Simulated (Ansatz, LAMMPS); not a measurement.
# Amorphous 32Ga2O3-68GeO2 (mol %) (69 atoms) in motion

How do the atoms of amorphous 32Ga2O3-68GeO2 (mol %) (69 atoms) move, and what local order do they keep?

Method: Kohn-Sham DFT, PBE, PAW (set soft_2), plane waves, in Ansatz 0.2.0.

### 1. Starting point

The cell holds 69 atoms: 12 Ga, 13 Ge and 44 O. Cell: a = 10.328 Å, b = 10.328 Å, c = 10.328 Å, α = 90.0°, β = 90.0°, γ = 90.0°. 69 atoms (12 Fe, 13 Ge, 44 O) placed at random at 3.56 g/cm³, melted at 5000 K for 10 ps at fixed volume with the Morse and Coulomb pair potential with partial charges (Pedone, Malavasi, Menziani, Cormack and Segre, J. Phys. Chem. B 110, 11780 (2006)). Quenched from 5000 K to 300 K at 20 K/ps and fixed volume, held 5 ps, then minimised at fixed cell. Then Fe was replaced by Ga and the cell scaled by 1.006 (the potential has no terms for the new elements, so the cell is a start for a DFT relaxation).

Before any run, some limits are plain. The quench rate of 20 K/ps is orders of magnitude faster than experiment, which tends to freeze in extra defects. The network of bonds at the start is that of the classical potential that made the cell. Only the Γ point is sampled, in a cell whose shortest periodic width is 10 Å.

### 2. Single point at the start

A single point comes first, to see the forces before anything moves.

input.yaml

```yaml
crystal:
  lattice:
    - [10.3277, 0.0, 0.0]
    - [0.0, 10.3277, 0.0]
    - [0.0, 0.0, 10.3277]
  atoms:
    - { symbol: Ga, position: [0.55246, 0.49285, 0.86905] }
    - { symbol: Ga, position: [0.6447, 0.56521, 0.44183] }
    - { symbol: Ga, position: [0.09502, 0.6225, 0.77124] }
    - { symbol: Ga, position: [0.53927, 0.29722, 0.6092] }
    [... 59 atom lines left out ...]
    - { symbol: O, position: [0.03855, 0.76889, 0.6526] }
    - { symbol: O, position: [0.77589, 0.31112, 0.10179] }
    - { symbol: O, position: [0.80933, 0.80667, 0.17432] }
    - { symbol: O, position: [0.9195, 0.59173, 0.85409] }
    - { symbol: O, position: [0.46269, 0.58237, 0.48097] }
    - { symbol: O, position: [0.73664, 0.67002, 0.67179] }
kpoints:
  mp_grid: { grid: [1, 1, 1] }
hamiltonian:
  xc: pbe
scf:
  occupations: { method: gaussian, width: 0.05 }
output:
  forces: true
```

On the command line:

```sh
$ ansatz run input.yaml --threads 4 --pin off --max-ram 8192MiB --backend cpu --events-out ev --progress --plain --runs-dir out
```

It took 5.8 s on 4 threads of Intel Xeon 6975P-C (Granite Rapids), shared host; peak memory 1.5 GiB.

The run gave:

* free energy: -126190.6020 eV
* free energy per atom: -1828.8493 eV/atom
* SCF cycles: 9
* r.m.s. force component: 0.8028 eV/Å
* longest force: 2.542 eV/Å
* Fermi energy: 4.069 eV

The r.m.s. force component of 0.80 eV/Å sets the starting point.

Neighbours are counted within 2.23 Å (O-Ge), 2.50 Å (O-Ga).

Length of the force by element and coordination:

```csv
element,coordination,atoms,mean length of the force (eV/Å),spread,least,most
Ga,all,12,0.932,0.439,0.273,1.61
Ga,4,2,0.878,0.605,0.273,1.48
Ga,5,9,0.933,0.417,0.354,1.61
Ga,6,1,1.03,0,1.03,1.03
Ge,all,13,1.13,0.398,0.511,2.03
Ge,4,12,1.16,0.406,0.511,2.03
Ge,5,1,0.865,0,0.865,0.865
O,all,44,1.38,0.643,0.318,2.54
O,2,20,1.36,0.567,0.398,2.30
O,3,24,1.40,0.699,0.318,2.54
```

### 3. Dynamics started at 600 K

A Nosé–Hoover thermostat steers the temperature while disturbing the dynamics little. The time step is 1.0 fs.

input.yaml, as its differences from that of step 2:

```diff
@@ -15 +15,8 @@
   forces: true
+md:
+  timestep: 1.0
+  n_steps: 316
+  ensemble: nvt_nose_hoover
+  temperature: 600
+  initial_velocities: maxwell_boltzmann
+  seed: 2259
```

The job ended after 18 min (4 threads; peak memory 1.7 GiB; 65 min of CPU time).

The program notes that it switched symmetry off.

Rows from the run:

| time (fs) | T (K) | potential (meV/atom) | conserved (meV/atom) |
| --- | --- | --- | --- |
| 0.0 | 600 | 0.0 | 0.00 |
| 21.0 | 577 | 2.9 | 0.02 |
| 42.0 | 441 | 20.6 | 0.04 |
| 63.0 | 602 | 1.5 | 0.02 |
| 84.0 | 611 | 1.9 | 0.00 |
| 105.0 | 638 | 0.1 | 0.00 |
| 126.0 | 625 | 3.5 | 0.00 |
| 147.0 | 682 | -1.4 | 0.00 |
| 169.0 | 639 | 6.5 | 0.00 |
| 190.0 | 744 | -4.1 | -0.01 |
| 211.0 | 669 | 7.9 | 0.01 |
| 232.0 | 736 | 1.7 | 0.02 |
| 253.0 | 697 | 8.2 | 0.04 |
| 274.0 | 687 | 9.3 | 0.04 |
| 295.0 | 737 | 0.7 | 0.01 |
| 316.0 | 725 | -2.2 | 0.01 |

Mean square displacement from the first frame to the last: Ga 0.54 Å², Ge 0.26 Å², O 0.48 Å².

Mean square displacement against time lag:

```csv
time lag (fs),Ga (Å²),Ge (Å²),O (Å²)
1.0,2.7e-5,2.4e-5,9.3e-5
7.0,0.00132,0.00114,0.00442
14.0,0.00516,0.00433,0.0160
20.0,0.0102,0.00827,0.0286
27.0,0.0177,0.0137,0.0436
33.0,0.0253,0.0187,0.0554
40.0,0.0352,0.0248,0.0683
46.0,0.0442,0.0300,0.0789
53.0,0.0552,0.0360,0.0910
59.0,0.0649,0.0412,0.101
66.0,0.0761,0.0473,0.111
72.0,0.0857,0.0526,0.118
79.0,0.0967,0.0591,0.127
86.0,0.107,0.0659,0.136
92.0,0.116,0.0719,0.144
99.0,0.127,0.0788,0.154
105.0,0.136,0.0846,0.162
112.0,0.146,0.0909,0.171
118.0,0.155,0.0961,0.178
125.0,0.165,0.102,0.188
131.0,0.174,0.107,0.197
138.0,0.185,0.113,0.207
144.0,0.194,0.117,0.217
151.0,0.205,0.123,0.228
158.0,0.215,0.128,0.239
```

Over the second half of 316 fs the temperature averages 700 K with swings of 47 K r.m.s. The conserved energy stays within 0.06 meV/atom. From first frame to last Ga has the largest mean square displacement, 0.54 Å² at the end; the farthest move is 1.53 Å. The mean temperature of 700 K lies well off the 600 K of the input, so the thermostat hasn't yet brought the run to equilibrium. The count of bonds goes from 112 in the first frame to 107 in the last, by one set of cutoffs: 7 pairs passed out of them and 2 came within. The run spans 0.32 ps, too short for its means to be equilibrium values.

### 4. Local order late in the run

The g(r) is a mean over the second half; what follows it is taken at the last frame.

Bonds before and after, by the cutoffs listed below:

| pair | bonds before | bonds after | mean before (Å) | mean after (Å) | spread before (Å) | spread after (Å) |
| --- | --- | --- | --- | --- | --- | --- |
| O-Ge | 53 | 54 | 1.748 | 1.806 | 0.038 | 0.076 |
| O-Ga | 59 | 53 | 2.034 | 1.954 | 0.140 | 0.148 |

Density 3.75 g/cm³, 15.96 Å³ an atom.

Mean of 14 frames. g(r), total and by pair (bins of 0.2 Å):

```
r (Å)  total   O-O   O-Ge  O-Ga  Ge-Ge  Ge-Ga  Ga-Ga
 1.60   0.23  0.00   0.91  0.04   0.00   0.00   0.00
 1.80   3.71  0.00  10.79  5.09   0.00   0.00   0.00
 2.00   1.35  0.00   0.87  5.12   0.00   0.00   0.00
 2.20   0.26  0.00   0.13  1.02   0.00   0.00   0.00
 2.40   0.19  0.27   0.01  0.37   0.00   0.00   0.00
 2.60   0.57  1.27   0.01  0.18   0.00   0.00   0.31
 2.80   1.11  2.48   0.03  0.22   0.00   0.25   1.00
 3.00   1.43  2.81   0.14  0.30   0.08   1.12   3.56
 3.20   1.09  1.44   0.22  0.51   3.88   1.59   3.18
 3.40   0.94  0.78   0.34  0.54   3.13   3.19   3.29
 3.60   0.84  0.77   0.79  0.83   0.40   1.67   1.19
 3.80   0.91  0.70   1.30  1.13   0.08   0.55   0.88
 4.00   0.94  0.64   1.41  1.33   0.02   0.33   0.79
 4.20   1.12  0.66   1.50  1.78   0.25   0.96   0.79
 4.40   1.16  0.61   1.53  2.06   0.46   0.76   0.65
 4.60   1.10  0.76   1.34  1.54   0.64   1.08   0.98
 4.80   1.00  0.92   1.05  1.06   1.45   0.93   0.95
 5.00   0.94  1.09   0.80  0.81   0.98   1.08   0.73
```

Bonds by pair of elements; cutoffs follow the first minimum of g(r), held within bounds set by covalent radii, and pairs that aren't listed don't count as bonded:

```csv
pair A-B,cutoff (Å),bonds,mean length (Å),spread (Å),shortest (Å),B about A,A about B
O-Ge,2.27,54,1.81,0.076,1.69,1.23,4.15
O-Ga,2.5,53,1.95,0.148,1.72,1.21,4.42
```

How many atoms have how many bonded neighbours:

```csv
element,mean,2,3,4,5
Ga,4.42,0,1,5,6
Ge,4.15,0,0,11,2
O,2.43,26,17,1,0
```

Bond angles (no mean is given where the spread exceeds 20°):

| angle | count | mean (°) | spread (°) |
| --- | --- | --- | --- |
| O-Ga-O | 93 | - | - |
| O-Ge-O | 86 | 109 | 15.4 |
| Ga-O-Ge | 37 | 126 | 19.7 |
| Ga-O-Ga | 30 | 111 | 15.6 |
| Ge-O-Ge | 16 | 133 | 7.6 |

Oxygen atoms by the number of network formers (Si, P, Ge, B, Al, As, Ga) bound to them:

```
network formers bound to O  O atoms  per cent
                         0        0         0
                         1        0         0
                         2       26      59.1
                         3       17      38.6
                         4        1       2.3
```

Network units: each former by its oxygen neighbours and how many of them bridge to another former:

| former | O neighbours | bridging O | atoms |
| --- | --- | --- | --- |
| Ge | 4 | 4 | 11 |
| Ge | 5 | 5 | 2 |
| Ga | 3 | 3 | 1 |
| Ga | 4 | 4 | 5 |
| Ga | 5 | 5 | 6 |

Bond length by coordination (bonds to H left out):

```
element  coordination  atoms  mean bond length (Å)
     Ga             3      1                  1.74
     Ga             4      5                  1.94
     Ga             5      6                  1.99
     Ge             4     11                  1.79
     Ge             5      2                  1.86
      O             2     26                   1.8
      O             3     17                  1.94
      O             4      1                  2.08
```

Rings of the network by King's shortest-path rule, up to 12 atoms, one path for each pair of neighbours; H, halogens, alkali and alkaline-earth atoms are left out, and the last column divides by all other atoms, bonded or not:

```
ring size (atoms)  rings  per network atom
                4     12             0.174
                6     13             0.188
                8     27             0.391
               10     29              0.42
               12     14             0.203
```

For some of the pairs, g(r) has its first main peak near 3.0 Å (O-O), 1.8 Å (O-Ge), 1.9 Å (O-Ga), 3.3 Å (Ge-Ge) and 3.4 Å (Ge-Ga). With the cutoffs above, 50 % of Ga atoms have 5, 85 % of Ge atoms have 4 and 59 % of O atoms have 2 bonded neighbours. 59 % of the oxygens bridge two formers (Ge and Ga) and 0 % are non-bridging; 39 % join three; 2 % join four. The commonest Ge unit has 4 oxygens, 4 of them shared with other formers (11 of 13 atoms). Rings of 10 atoms are the most common (31 % of those counted); sizes run from 4 to 12, where the search stops.

### 5. Single point at the last frame

The last frame is solved once more, with the analyses that the dynamics left out.

input.yaml

```yaml
crystal:
  lattice:
    - [10.3277, 0.0, 0.0]
    - [0.0, 10.3277, 0.0]
    - [0.0, 0.0, 10.3277]
  atoms:
    - { symbol: Ga, position: [0.56388, 0.49642, 0.87465] }
    - { symbol: Ga, position: [0.65884, 0.58412, 0.45793] }
    - { symbol: Ga, position: [0.13163, 0.63567, 0.79643] }
    - { symbol: Ga, position: [0.51765, 0.27706, 0.5957] }
    [... 59 atom lines left out ...]
    - { symbol: O, position: [0.05942, 0.73422, 0.66389] }
    - { symbol: O, position: [0.73784, 0.38276, 0.07421] }
    - { symbol: O, position: [0.83338, 0.86979, 0.23826] }
    - { symbol: O, position: [0.95979, 0.57659, 0.84967] }
    - { symbol: O, position: [0.49553, 0.63473, 0.50171] }
    - { symbol: O, position: [0.78796, 0.62676, 0.60767] }
kpoints:
  mp_grid: { grid: [1, 1, 1] }
hamiltonian:
  xc: pbe
scf:
  occupations: { method: gaussian, width: 0.05 }
output:
  forces: true
  stress: true
  populations: true
  dos:
    method: { smearing: { sigma: 0.1 } }
    de: 0.1
    projected: { site_lists: { Ga: [Ga], Ge: [Ge], O: [O] } }
  eigenvalues: true
  write_density: true
  write_potential: true
  volumetric_format: npy
```

The job ended after 9.6 s (4 threads; peak memory 1.6 GiB).

The program notes that the exchange-correlation potential is rough where the density is thin.

Read from the output:

| Property | Result |
| --- | --- |
| free energy | -126190.7572 eV |
| free energy per atom | -1828.8516 eV/atom |
| SCF cycles | 11 |
| pressure | -1.688 GPa |
| r.m.s. force component | 0.9782 eV/Å |
| longest force | 3.487 eV/Å |
| Fermi energy | 4.046 eV |
| gap (highest filled to lowest empty level) | 1.323 eV |
| spilling of the projection | 0.004515 |

Neighbours are counted within 2.27 Å (O-Ge), 2.50 Å (O-Ga), the cutoffs taken from the dynamics.

Length of the force by element and coordination:

```csv
element,coordination,atoms,mean length of the force (eV/Å),spread,least,most
Ga,all,12,1.59,0.763,0.220,2.80
Ga,3,1,1.02,0,1.02,1.02
Ga,4,5,1.45,0.793,0.220,2.34
Ga,5,6,1.80,0.725,0.873,2.80
Ge,all,13,2.14,0.876,0.537,3.49
Ge,4,11,2.03,0.913,0.537,3.49
Ge,5,2,2.72,0.041,2.68,2.76
O,all,44,1.31,0.587,0.209,2.82
O,2,26,1.35,0.642,0.209,2.82
O,3,17,1.25,0.505,0.479,2.16
O,4,1,1.47,0,1.47,1.47
```

Löwdin charges by element and coordination (they lack the spilled electrons, 0.039 e an atom on average):

| element | coordination | atoms | mean charge (e) | spread | least | most |
| --- | --- | --- | --- | --- | --- | --- |
| Ga | all | 12 | 1.07 | 0.0433 | 1.02 | 1.19 |
| Ga | 3 | 1 | 1.19 | 0 | 1.19 | 1.19 |
| Ga | 4 | 5 | 1.07 | 0.0334 | 1.02 | 1.12 |
| Ga | 5 | 6 | 1.06 | 0.0195 | 1.02 | 1.07 |
| Ge | all | 13 | 1.56 | 0.0353 | 1.47 | 1.61 |
| Ge | 4 | 11 | 1.56 | 0.0382 | 1.47 | 1.61 |
| Ge | 5 | 2 | 1.57 | 2.0e-4 | 1.57 | 1.57 |
| O | all | 44 | -0.693 | 0.0272 | -0.749 | -0.636 |
| O | 2 | 26 | -0.710 | 0.0192 | -0.749 | -0.676 |
| O | 3 | 17 | -0.666 | 0.0148 | -0.692 | -0.636 |
| O | 4 | 1 | -0.688 | 0 | -0.688 | -0.688 |

Density of states as counts of states in windows of 1 eV (from the Fermi level), total and the larger projections:

| from (eV) | to (eV) | total | O p | Ge p | Ga p | Ga s | Ge s |
| --- | --- | --- | --- | --- | --- | --- | --- |
| -10 | -9 | 6.0 | 3.3 | 0.2 | 0.1 | 0.2 | 1.7 |
| -9 | -8 | 10.2 | 5.9 | 0.5 | 0.1 | 0.7 | 2.2 |
| -8 | -7 | 12.7 | 7.8 | 0.8 | 0.3 | 1.8 | 1.2 |
| -7 | -6 | 22.1 | 14.9 | 2.3 | 0.7 | 2.4 | 0.6 |
| -6 | -5 | 24.0 | 17.4 | 3.0 | 1.3 | 0.8 | 0.3 |
| -5 | -4 | 31.9 | 24.9 | 2.6 | 2.3 | 0.4 | 0.2 |
| -4 | -3 | 45.9 | 39.5 | 1.8 | 2.2 | 0.3 | 0.2 |
| -3 | -2 | 56.4 | 52.2 | 0.9 | 1.1 | 0.2 | 0.1 |
| -2 | -1 | 43.0 | 41.0 | 0.4 | 0.5 | 0.1 | 0.0 |
| -1 | 0 | 7.8 | 7.6 | 0.0 | 0.1 | 0.0 | 0.0 |
| 0 | 1 | 2.0 | 0.4 | 0.0 | 0.1 | 0.7 | 0.5 |
| 1 | 2 | 0.0 | 0.0 | 0.0 | 0.0 | 0.0 | 0.0 |
| 2 | 3 | 10.9 | 3.1 | 0.7 | 1.0 | 2.0 | 2.4 |
| 3 | 4 | 15.0 | 4.3 | 1.4 | 1.8 | 2.7 | 2.9 |
| 4 | 5 | 14.1 | 3.6 | 1.7 | 2.4 | 2.4 | 2.2 |

Between -26 and -10 eV lie 342 more states.

The levels nearest the highest filled one (over half full), pooled over k-points and spins:

```csv
level less the highest filled one (eV),occupation
-0.435,2
-0.345,2
-0.269,2
-0.208,2
-0.066,2
0,2
1.32,0
2.89,0
3.06,0
3.26,0
3.37,0
3.48,0
```

Mean Löwdin charges: Ga +1.07, Ge +1.56, O -0.69 e (they miss 0.45 % of the electrons, so they add up to more than the cell's charge). The largest share in the top eV of filled states is O p (97 % of the projected weight), and in the lowest eV of empty states Ga s (34 % of the projected weight).

### 6. Summary of results

```
mean temperature, second half                                : 699.7 K
temperature swing, second half                               : 46.79 K
slope of the conserved energy against time, by least squares : 0.048 meV/atom/ps
free energy per atom                                         : -1828.8516 eV/atom
pressure                                                     : -1.688 GPa
r.m.s. force component                                       : 0.9782 eV/Å
gap (highest filled to lowest empty level)             : 1.323 eV
wall time of the 3 DFT runs                                  : 18 min
```

What this shows: Over the second half of 316 fs the temperature averages 700 K with swings of 47 K r.m.s. The conserved energy stays within 0.06 meV/atom. The mean temperature of 700 K lies well off the 600 K of the input, so the thermostat hasn't yet brought the run to equilibrium. The count of bonds goes from 112 in the first frame to 107 in the last, by one set of cutoffs: 7 pairs passed out of them and 2 came within. The run spans 0.32 ps, too short for its means to be equilibrium values. With the cutoffs above, 50 % of Ga atoms have 5, 85 % of Ge atoms have 4 and 59 % of O atoms have 2 bonded neighbours. 59 % of the oxygens bridge two formers (Ge and Ga) and 0 % are non-bridging; 39 % join three; 2 % join four.

Between filled and empty levels lie 1.32 eV (at Γ alone); a semilocal functional tends to put such gaps too low. In a disordered cell it changes from sample to sample, and tail or defect levels can set it.

What to keep in mind: The starting topology of bonds comes from the classical model; in DFT 7 of its 112 bonded pairs passed out of the cutoffs and 2 came within them. The pressure of -1.7 GPa is that of one thermal frame at a volume set beforehand, without the kinetic term.

[Logs are printed without paths, hosts, clocks, repeated set-up lines and the standing remarks that a program may print on its own settings, such as how far it seeks lower states.]

[Hosts, paths, dates, database ids (printed as entryN), source tags and the programs' standing remarks are cut or masked in the printed files.]
